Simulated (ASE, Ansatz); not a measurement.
**Convergence of a linear-scaling basis for twisted 1T-PtSe2 bilayer, 21.79° (42 atoms)**

Aim: test how closely localised support functions follow the reference on twisted 1T-PtSe2 bilayer, 21.79° (42 atoms), and at what cost. A setting counts as converged where the r.m.s. difference of forces stays under 1 % of the r.m.s. force.

Program: Ansatz 0.2.0. Level of theory: Kohn-Sham DFT, PBE+D3(BJ), PAW (set soft_2, large core), plane waves. Results are calculated unless marked as measured.

## (1) Set-up

The cell holds 42 atoms: 14 Pt and 28 Se. Cell: a = 9.869 Å, b = 9.869 Å, c = 22.440 Å, α = 90.0°, β = 90.0°, γ = 120.0°. It derives from PtSe2 (1T-PtSe2). 1T-PtSe2 (a = 3.73 Å) under 1T-PtSe2 (a = 3.73 Å), bilayer, commensurate cell of 7 unit cells a layer, twist 21.79 deg; facing planes 3.24 Å apart; 14 Å of vacuum; layers as built, displaced by a Gaussian of 0.01 Å. Regions: layer 1, 21 atoms (7 Pt and 14 Se); layer 2, 21 atoms (7 Pt and 14 Se). Vacuum lies along c.

What the set-up can't give: Beside vacuum, support functions can miss their usual error bounds without a warning. No spin–orbit coupling is included, so levels derived from the heavy atoms are approximate.

## (2) Plane-wave single point

The first run fixes the reference, at a cutoff of 420 eV.

Input file input.yaml:

```yaml
crystal:
  lattice:
    - [9.8687, 0.0, 0.0]
    - [-4.93435, 8.54654, 0.0]
    - [0.0, 0.0, 22.44]
  atoms:
    - { symbol: Pt, position: [0.99959, 0.0019, 0.3697] }
    - { symbol: Se, position: [0.18899, 0.237, 0.42821] }
    - { symbol: Se, position: [0.23926, 0.04882, 0.3127] }
    - { symbol: Pt, position: [0.14213, 0.42873, 0.36946] }
    - { symbol: Se, position: [0.33223, 0.66608, 0.42748] }
    - { symbol: Se, position: [0.38062, 0.47746, 0.31271] }
    - { symbol: Pt, position: [0.28425, 0.85521, 0.36911] }
    - { symbol: Se, position: [0.47592, 0.09534, 0.42747] }
    - { symbol: Se, position: [0.52393, 0.90357, 0.31171] }
    - { symbol: Pt, position: [0.42817, 0.28692, 0.36913] }
    - { symbol: Se, position: [0.61986, 0.52574, 0.4274] }
    - { symbol: Se, position: [0.665, 0.33358, 0.31158] }
    - { symbol: Pt, position: [0.57019, 0.71392, 0.36952] }
    - { symbol: Se, position: [0.76373, 0.95155, 0.42809] }
    - { symbol: Se, position: [0.80967, 0.76212, 0.31282] }
    - { symbol: Pt, position: [0.71644, 0.14431, 0.37045] }
    - { symbol: Se, position: [0.90516, 0.38108, 0.42758] }
    - { symbol: Se, position: [0.95437, 0.19277, 0.31128] }
    - { symbol: Pt, position: [0.85651, 0.57112, 0.36987] }
    - { symbol: Se, position: [0.04699, 0.80918, 0.42791] }
    - { symbol: Se, position: [0.09523, 0.62041, 0.31232] }
    - { symbol: Pt, position: [0.14279, 0.7155, 0.63037] }
    - { symbol: Se, position: [0.38138, 0.9045, 0.68776] }
    - { symbol: Se, position: [0.33241, 0.66683, 0.57189] }
    - { symbol: Pt, position: [0.99985, 0.99975, 0.6301] }
    - { symbol: Se, position: [0.23906, 0.19103, 0.68865] }
    - { symbol: Se, position: [0.18977, 0.95003, 0.5726] }
    - { symbol: Pt, position: [0.28537, 0.42971, 0.63106] }
    - { symbol: Se, position: [0.52507, 0.61924, 0.68818] }
    - { symbol: Se, position: [0.4788, 0.38223, 0.57239] }
    - { symbol: Pt, position: [0.57138, 0.85666, 0.62966] }
    - { symbol: Se, position: [0.81009, 0.04771, 0.68877] }
    - { symbol: Se, position: [0.7626, 0.80935, 0.57162] }
    - { symbol: Pt, position: [0.42963, 0.14145, 0.63012] }
    - { symbol: Se, position: [0.66685, 0.33206, 0.68775] }
    - { symbol: Se, position: [0.62129, 0.09652, 0.57183] }
    - { symbol: Pt, position: [0.71315, 0.5702, 0.62966] }
    - { symbol: Se, position: [0.95173, 0.76193, 0.68811] }
    - { symbol: Se, position: [0.90466, 0.52263, 0.5721] }
    - { symbol: Pt, position: [0.85768, 0.28587, 0.6308] }
    - { symbol: Se, position: [0.0969, 0.47726, 0.68821] }
    - { symbol: Se, position: [0.04733, 0.2393, 0.57243] }
kpoints:
  mp_grid: { grid: [2, 2, 1] }
hamiltonian:
  xc: pbe
  dispersion: d3bj
  pseudopotentials: { kind: paw, core: large }
scf:
  occupations: { method: fermi_dirac, width: 0.025 }
output:
  forces: true
  populations: true
  dos:
    method: { smearing: { sigma: 0.1 } }
    de: 0.1
    projected:
      site_lists:
        Pt: [Pt]
        Se: [Se]
        layer_1: [0, 1, 2, 3, 4, 5, 6, 7, 8, 9, 10, 11, 12, 13, 14, 15, 16, 17, 18, 19, 20]
        layer_2: [21, 22, 23, 24, 25, 26, 27, 28, 29, 30, 31, 32, 33, 34, 35, 36, 37, 38, 39, 40, 41]
  eigenvalues: true
  write_density: true
  write_potential: true
  volumetric_format: npy
```

Command:

```console
$ ansatz run input.yaml --threads 8 --pin off --max-ram 15872MiB --backend cpu --events-out ev --progress --plain --runs-dir out
```

Numbers of over 12 decimals in the logs are rounded to 6 here.

Output:

```text
Engine: ansatz 0.2.0, aarch64-unknown-linux-gnu
Pseudopotentials: kind: paw
Pseudopotential: Pt, paw, valence charge 18, recommended cutoff 420 eV (normal), Pt.paw.azcp
Pseudopotential: Se, paw, valence charge 6, recommended cutoff 420 eV (normal), Se.paw.azcp#standard-large-core
[... 5 lines on functional and potentials left out ...]
Crystal: 42 atoms, lattice volume = 1892.662 Å³
Basis set: ecut = 420 eV, 37083 PW (Γ), exchange–correlation on 144×144×300 points (8 copies of the dense FFT grid, shifted against one another)
Bands: 252, of which v1, the nominal top of the filled ones, is band 210 counted from 1 (209 counted from 0)
Symmetry: 1 space group operations
Space group: P1 (ITA 1), of the structure as read, at distance tolerance 1.2e-4 Å
k-points: 4
[... 5 lines on functional and potentials left out ...]
Initial density: superposition of atomic densities (neutral atoms: chi_scale 0, normalization atom)
Initial wavefunctions: pseudopotential atomic-orbital guess
Functional: x = pbe(κ = 0.804, μ = 0.219515), c = pbe(β = 0.066725)
SCF iter   1: F=—  HF=-247554.390799 eV  |F-HF|=—  |Δ(HF+E_count)|=         —  Δρ=5.74e-2  dr2=6.47e1  ethr=3.10e-3  ⟨swp⟩=10.2  Hψ=5490  notcnv=0  defer=8
preconditioner: auto → Resta (q_TF=auto, 2.123 Å⁻¹)  ε∞=4.5  [insulator: Δε(μ)=1.371 eV  Ē_g=7.990 eV  σ=0.025 eV  W_gap=1.00  n_scr=332 (ndim 8)  ℏωp=15.0 eV  f_vac=0.474  D(μ)=0.00/eV (n_scr^D=0)  ε∞_Penn≈4.5  vacuum switching on, ρ_ref=4.6e-3 e/Å³]
SCF iter   2: F=—  HF=-247545.803255 eV  |F-HF|=—  |Δ(HF+E_count)|=    8.59e0  Δρ=2.29e-2  dr2=1.59e1  ethr=3.10e-3  ⟨swp⟩=4.2  Hψ=2525  notcnv=0  defer=128
SCF iter   3: F=—  HF=-247543.211377 eV  |F-HF|=—  |Δ(HF+E_count)|=    2.59e0  Δρ=1.19e-2  dr2=1.22e0  ethr=3.10e-3  ⟨swp⟩=3.0  Hψ=1576  notcnv=0  defer=108
SCF iter   4: F=—  HF=-247543.044624 eV  |F-HF|=—  |Δ(HF+E_count)|=   1.67e-1  Δρ=1.33e-3  dr2=6.02e-2  ethr=2.91e-4  ⟨swp⟩=3.0  Hψ=1504  notcnv=0  defer=108
SCF iter   5: F=—  HF=-247543.053984 eV  |F-HF|=—  |Δ(HF+E_count)|=   9.36e-3  Δρ=7.28e-4  dr2=3.52e-2  ethr=1.43e-5  ⟨swp⟩=4.5  Hψ=2221  notcnv=0  defer=108
SCF iter   6: F=—  HF=-247543.052747 eV  |F-HF|=—  |Δ(HF+E_count)|=   1.24e-3  Δρ=3.34e-4  dr2=5.49e-3  ethr=8.39e-6  ⟨swp⟩=3.0  Hψ=1380  notcnv=0  defer=108
SCF iter   7: F=—  HF=-247543.053723 eV  |F-HF|=—  |Δ(HF+E_count)|=   9.76e-4  Δρ=1.80e-4  dr2=1.79e-3  ethr=1.31e-6  ⟨swp⟩=2.8  Hψ=1416  notcnv=0  defer=108
SCF iter   8: F=—  HF=-247543.053695 eV  |F-HF|=—  |Δ(HF+E_count)|=   2.77e-5  Δρ=6.39e-5  dr2=1.71e-4  ethr=4.27e-7  ⟨swp⟩=2.2  Hψ=1366  notcnv=0  defer=108
SCF iter   9: F=—  HF=-247543.053725 eV  |F-HF|=—  |Δ(HF+E_count)|=   2.99e-5  Δρ=2.92e-5  dr2=2.80e-5  ethr=4.07e-8  ⟨swp⟩=3.0  Hψ=1809  notcnv=0  defer=108
SCF iter  10: F=—  HF=-247543.052974 eV  |F-HF|=—  |Δ(HF+E_count)|=   7.51e-4  Δρ=1.41e-5  dr2=7.62e-6  ethr=6.67e-9  ⟨swp⟩=2.0  Hψ=1596  notcnv=0  defer=108
SCF iter  11: F=—  HF=-247543.052976 eV  |F-HF|=—  |Δ(HF+E_count)|=   1.37e-6  Δρ=5.74e-6  dr2=1.25e-6  ethr=1.81e-9  ⟨swp⟩=2.5  Hψ=1406  notcnv=0  defer=108
SCF iter  12: F=—  HF=-247543.052976 eV  |F-HF|=—  |Δ(HF+E_count)|=   7.19e-7  Δρ=3.00e-6  dr2=8.25e-7  ethr=2.97e-10  ⟨swp⟩=3.2  Hψ=1891  notcnv=0  defer=108
SCF iter  13: F=-247543.052977 eV  HF=-247543.052977 eV  |F-HF|=2.90e-8  |Δ(HF+E_count)|=   1.52e-7  Δρ=1.53e-6  dr2=7.63e-8  ethr=2.38e-11  ⟨swp⟩=20.8  Hψ=10085  notcnv=0
SCF 1 converged in 13 iterations: F = -247543.052977 eV  dr2 = 7.63e-8
  greatest PAW one-centre occupation: 1.000 electrons in one spin orbital (limit 2), on the Pt atom at site 12 (counted from 0), in its partial waves of l = 0
WARN: The output density's exchange-correlation potential varies sharply where the density is thin. Do not read a vacuum level from v_tot or v_xc, or from such a field of the output density. On a cell that repeats whose density bears no net charge and no dipole along the vacuum's axis use v_es (v_loc + v_h of the components); [...]
SCF converged after 13 iterations
Free energy (F): -247543.052977 eV
Harris-Foulkes:  -247543.052977 eV  (|F-HF|=2.90e-8)
Internal energy: -247543.052977 eV  (E = F + TS)
E sigma→0 (E₀):  -247543.052977 eV
Fermi energy:    2.492063 eV
--- Per-component energies (eV) ---
  E_band       = -7999.833067
  E_kinetic    = 11730.924344
  E_local      = -244069.290456  (includes V_loc(G=0)·N_el)
  E_nonlocal   = 4283.949262
  E_hartree    = 115428.801200
  E_xc         = -8985.583545
  E_vxc        = -6513.684732  (∫ρ·V_xc dr)
  E_paw        = -194089.332990  (= ΣΔE_a)
  E_vpaw       = -4289.352544  (= ΣTr[D̂ρ^β])
  E_aug_tail   = 0.002929  (compensation charges beyond the density's cutoff)
  E_ewald      = 68172.172528
  E_disp       = -14.696248  (pairwise vdW)
  E_smearing   = -0.000000  (= −TS)
  E_closure    = 0.000000  (closes the sum)
  Σ components = -247543.052977   (vs F -247543.052977, Δ=0.00e0)
--- Forces (eV/Å), atoms counted from 1 ---
  atom   1  Pt     0.30932074    -0.26470322     0.14204489
  atom   2  Se     0.14445643     0.18426366     0.05641896
  atom   3  Se    -0.14394145    -0.06994944    -0.37517714
  atom   4  Pt     0.05630222     0.03159552     0.24960423
  atom   5  Se    -0.00043692     0.01121597    -0.04442832
  atom   6  Se    -0.02775592    -0.05118962    -0.43484082
  atom   7  Pt     0.07093817     0.43700414     0.38275683
  atom   8  Se    -0.03333595    -0.00183709     0.08370415
  atom   9  Se    -0.05684423     0.20087184    -0.11086664
  atom  10  Pt     0.05080596    -0.10483350     0.49839745
  atom  11  Se    -0.02998400    -0.13057758     0.21663118
  atom  12  Se     0.21333826    -0.03701867    -0.11479842
  atom  13  Pt     0.18934333     0.15164451     0.31113807
  atom  14  Se    -0.29081753     0.16072120     0.10698525
[...]
atom  41  Se    -0.16116547     0.03768751     0.26419583
  atom  42  Se     0.04848349    -0.02849194    -0.09403272
  max |Σ_I F_I| component: 6.67e-6 eV/Å
--- Band table (eV) ---
  k-point 0: bands = ["-96.9587", "-96.9449", "-96.9433", "-96.9362", [... 236 levels ...], "6.8535", "6.9222", "6.9346", "6.9513", "7.0225", "7.0585", "7.0657", "7.1420", "7.2021", "7.2230", "7.2851", "7.2984"]
[...]
--- Löwdin populations: 42 sites ---
  site symbol       q [e]
     0     Pt     17.3733
     1     Se      6.2056
     2     Se      6.1985
[...]
41     Se      6.2037
  spilling = 0.007389 (of n_electrons = 420.000000)
```

Run time: 59 s. Hardware: 8 threads of Arm Neoverse V1, shared host; peak memory 7.8 GiB; 7.3 min of CPU time.

Reading the cycles: dr2 is the Hartree energy of the density residual (eV), the measure of convergence; HF is the Harris–Foulkes estimate of the energy, which meets the free energy F at convergence.

The program notes that potentials were chosen by core size and the exchange-correlation potential is rough where the density is thin.

Read from the output:

```yaml
free_energy: -247543.0530 eV
free_energy_per_atom: -5893.8822 eV/atom
scf_cycles: 13
r_m_s_force_component: 0.1743 eV/Å
longest_force: 0.5852 eV/Å
fermi_energy: 2.492 eV
spacing_of_highest_filled_and_lowest_empty_level: 1.032 eV
potential_in_mid_vacuum_over_the_fermi_level: 4.744 eV
potential_4p5_a_over_the_upper_face: 4.743 eV
potential_4p5_a_under_the_lower_face: 4.744 eV
spilling_of_the_projection: 0.007389
```

The r.m.s. force component of 0.17 eV/Å sets the scale for the differences below.

## (3) Support functions low

The cell is solved in localised support functions.

This step: Kohn-Sham DFT, PBE+D3(BJ), PAW (set soft_2, large core), localised support functions (low) (Ansatz 0.2.0).

input.yaml, the sections that differ from step 2:

```yaml
scf:
  occupations: { method: fermi_dirac, width: 0.025 }
  eigensolver: { kind: { support_functions: { accuracy: low } } }
  mixing: { beta: 0.2 }
  max_iter: 150
output:
  forces: true
  eigenvalues: true
# crystal, kpoints, hamiltonian: as in step 2
```

Output:

```text
Warning: scf.eigensolver.kind.support_functions: disabling space-group detection — the functions' gradient is summed over unrotated k-points, so no spatial operation reduces the k-mesh or symmetrises the density; time reversal is kept, so that k and −k are solved as one point where they differ and the mesh holds both, and exact exchange and, on two spinor components, a DFT+U term hold to it where the run has them: [...]
settings of this run that can trade accuracy for cost: scf.eigensolver.kind.support_functions; scf.eigensolver.kind.support_functions.accuracy: low [...]
[...]
Crystal: 42 atoms, lattice volume = 1892.662 Å³
Basis set: ecut = 420 eV, 37083 PW (Γ), exchange–correlation on 144×144×300 points (8 copies of the dense FFT grid, shifted against one another)
Bands: 252, of which v1, the nominal top of the filled ones, is band 210 counted from 1 (209 counted from 0)
Symmetry: 1 space group operations
k-points: 4
[...]
SCF iter   1: F=—  HF=-247522.519374 eV  |F-HF|=—  |Δ(HF+E_count)|=         —  Δρ=5.78e-2  dr2=6.94e1  ethr=1.00e-1
[...]
SCF iter  14: F=—  HF=-247543.081037 eV  |F-HF|=—  |Δ(HF+E_count)|=   2.33e-3  Δρ=3.11e-5  dr2=1.65e-5  ethr=1.98e-8  κ⁻¹=3.5e-5(r=7)
SCF iter  15: F=-247543.083026 eV  HF=-247543.083026 eV  |F-HF|=1.16e-7  |Δ(HF+E_count)|=   1.99e-3  Δρ=1.71e-5  dr2=6.59e-6  ethr=3.92e-9
SCF 1 converged in 15 iterations: F = -247543.117809 eV  dr2 = 6.59e-6
[...]
SCF converged after 15 iterations
Stability not checked: this state was not tested for a lower state beside it, because the mixer in use, unlike msr1, does not test its closes by its own steps (another_mixer; see scf.mixing.algorithm and scf.lower_state_search)
Free energy (F): -247543.117809 eV
[...]
Internal energy: -247543.117809 eV  (E = F + TS)
E sigma→0 (E₀):  -247543.117809 eV
Fermi energy:    2.491912 eV
[...]
Σ components = -247543.117809   (vs F -247543.117809, Δ=0.00e0)
--- Forces (eV/Å), atoms counted from 1 ---
  atom   1  Pt     0.30947206    -0.26511553     0.14166672
  atom   2  Se     0.14454578     0.18417375     0.05378644
  atom   3  Se    -0.14376639    -0.06969037    -0.37385623
  atom   4  Pt     0.05578868     0.03170275     0.24960164
[...]
atom  42  Se     0.04843545    -0.02790818    -0.09072584
  max |Σ_I F_I| component: 5.14e-3 eV/Å
--- Band table (eV) ---
[...]
```

Wall time 84 s (8 threads); peak memory 3.3 GiB.

The program notes that the band table was not solved further than the SCF left it and it switched symmetry off.

Keys that differ from the reference: support_functions.accuracy = "low", scf.max_iter = 150 and scf.mixing.beta = 0.2.

Forces differ from the reference by 1.2 meV/Å r.m.s., 0.69 % of their size, within a tolerance of 1 %; the energy by -1.5 meV/atom. It took 84 s and 15 cycles; the reference's time can't be set against it, since the two runs asked for unlike analyses.

## (4) Support functions medium

With localised support functions most steps grow linearly with size, though the diagonalisation grows faster unless the density matrix is cut; this run measures error and cost at this size.

This step: Kohn-Sham DFT, PBE+D3(BJ), PAW (set soft_2, large core), localised support functions (medium) (Ansatz 0.2.0).

Edit input.yaml of step 3 so:

```diff
@@ -15,3 +15,3 @@
   occupations: { method: fermi_dirac, width: 0.025 }
-  eigensolver: { kind: { support_functions: { accuracy: low } } }
+  eigensolver: { kind: { support_functions: { accuracy: medium } } }
   mixing: { beta: 0.2 }
```

Output:

```text
[...]
Crystal: 42 atoms, lattice volume = 1892.662 Å³
Basis set: ecut = 420 eV, 37083 PW (Γ), exchange–correlation on 144×144×300 points (8 copies of the dense FFT grid, shifted against one another)
Bands: 252, of which v1, the nominal top of the filled ones, is band 210 counted from 1 (209 counted from 0)
Symmetry: 1 space group operations
k-points: 4
[...]
SCF iter   1: F=—  HF=-247522.433243 eV  |F-HF|=—  |Δ(HF+E_count)|=         —  Δρ=5.78e-2  dr2=6.95e1  ethr=1.00e-1
[...]
SCF iter  17: F=—  HF=-247543.088095 eV  |F-HF|=—  |Δ(HF+E_count)|=   1.32e-3  Δρ=9.87e-6  dr2=1.58e-6  ethr=6.53e-10  κ⁻¹=4.4e-5(r=7)
SCF iter  18: F=-247543.088098 eV  HF=-247543.088098 eV  |F-HF|=1.72e-7  |Δ(HF+E_count)|=   2.34e-6  Δρ=4.50e-6  dr2=4.80e-7  ethr=3.76e-10
SCF 1 converged in 18 iterations: F = -247543.117869 eV  dr2 = 4.80e-7
[...]
SCF converged after 18 iterations
[...]
Free energy (F): -247543.117869 eV
[...]
Internal energy: -247543.117869 eV  (E = F + TS)
E sigma→0 (E₀):  -247543.117869 eV
Fermi energy:    2.492026 eV
[...]
Σ components = -247543.117869   (vs F -247543.117869, Δ=0.00e0)
--- Forces (eV/Å), atoms counted from 1 ---
  atom   1  Pt     0.30943637    -0.26492010     0.14161942
  atom   2  Se     0.14461430     0.18408337     0.05376603
  atom   3  Se    -0.14438755    -0.06948528    -0.37421767
  atom   4  Pt     0.05587510     0.03179102     0.24942761
[...]
atom  42  Se     0.04832870    -0.02805875    -0.09111482
  max |Σ_I F_I| component: 5.36e-3 eV/Å
--- Band table (eV) ---
[...]
```

It took 99 s on 8 threads; peak memory 3.4 GiB; 12 min of CPU time.

Keys that differ from the reference: support_functions.accuracy = "medium", scf.max_iter = 150 and scf.mixing.beta = 0.2.

Forces differ from the reference by 1.1 meV/Å r.m.s., 0.63 % of their size, within a tolerance of 1 %; the energy by -1.5 meV/atom. It took 99 s and 18 cycles; the reference's time can't be set against it, since the two runs asked for unlike analyses.

## (5) Support functions high

With localised support functions most steps grow linearly with size, though the diagonalisation grows faster unless the density matrix is cut; this run measures error and cost at this size.

This step: Kohn-Sham DFT, PBE+D3(BJ), PAW (set soft_2, large core), localised support functions (high) (Ansatz 0.2.0).

Edit input.yaml of step 4 so:

```diff
@@ -15,3 +15,3 @@
   occupations: { method: fermi_dirac, width: 0.025 }
-  eigensolver: { kind: { support_functions: { accuracy: medium } } }
+  eigensolver: { kind: { support_functions: { accuracy: high } } }
   mixing: { beta: 0.2 }
```

Output:

```text
[...]
Crystal: 42 atoms, lattice volume = 1892.662 Å³
Basis set: ecut = 420 eV, 37083 PW (Γ), exchange–correlation on 150×150×360 points (8 copies of the dense FFT grid, shifted against one another)
Bands: 252, of which v1, the nominal top of the filled ones, is band 210 counted from 1 (209 counted from 0)
Symmetry: 1 space group operations
k-points: 4
[...]
SCF iter   1: F=—  HF=-247522.113896 eV  |F-HF|=—  |Δ(HF+E_count)|=         —  Δρ=5.78e-2  dr2=6.92e1  ethr=1.00e-1
[...]
SCF iter  21: F=—  HF=-247543.119818 eV  |F-HF|=—  |Δ(HF+E_count)|=   2.48e-4  Δρ=1.17e-6  dr2=3.41e-8  ethr=9.82e-12  κ⁻¹=3.3e-5(r=7)
SCF iter  22: F=-247543.119900 eV  HF=-247543.119900 eV  |F-HF|=3.84e-9  |Δ(HF+E_count)|=   8.27e-5  Δρ=9.15e-7  dr2=2.06e-8  ethr=8.13e-12
SCF 1 converged in 22 iterations: F = -247543.123002 eV  dr2 = 2.06e-8
[...]
SCF converged after 22 iterations
[...]
Free energy (F): -247543.123002 eV
[...]
Internal energy: -247543.123002 eV  (E = F + TS)
E sigma→0 (E₀):  -247543.123002 eV
Fermi energy:    2.492123 eV
[...]
Σ components = -247543.123002   (vs F -247543.123002, Δ=0.00e0)
--- Forces (eV/Å), atoms counted from 1 ---
  atom   1  Pt     0.30945038    -0.26481015     0.14197387
  atom   2  Se     0.14446941     0.18428006     0.05470470
  atom   3  Se    -0.14399948    -0.07001659    -0.37354493
  atom   4  Pt     0.05630375     0.03158536     0.24961142
[...]
atom  42  Se     0.04840592    -0.02846666    -0.09236804
  max |Σ_I F_I| component: 6.95e-4 eV/Å
--- Band table (eV) ---
[...]
```

It took 5.5 min on 8 threads; peak memory 6.4 GiB.

Keys that differ from the reference: support_functions.accuracy = "high", scf.max_iter = 150 and scf.mixing.beta = 0.2.

Forces differ from the reference by 0.78 meV/Å r.m.s., 0.45 % of their size, within a tolerance of 1 %; the energy by -1.7 meV/atom. It took 5.5 min and 22 cycles; the reference's time can't be set against it, since the two runs asked for unlike analyses.

[end of part 1 of 2]

[Logs are printed without paths, hosts, clocks, repeated set-up lines and the standing remarks that a program may print on its own settings, such as how far it seeks lower states.]

[Hosts, paths, dates, database ids (printed as entryN), source tags and the programs' standing remarks are cut or masked in the printed files.]
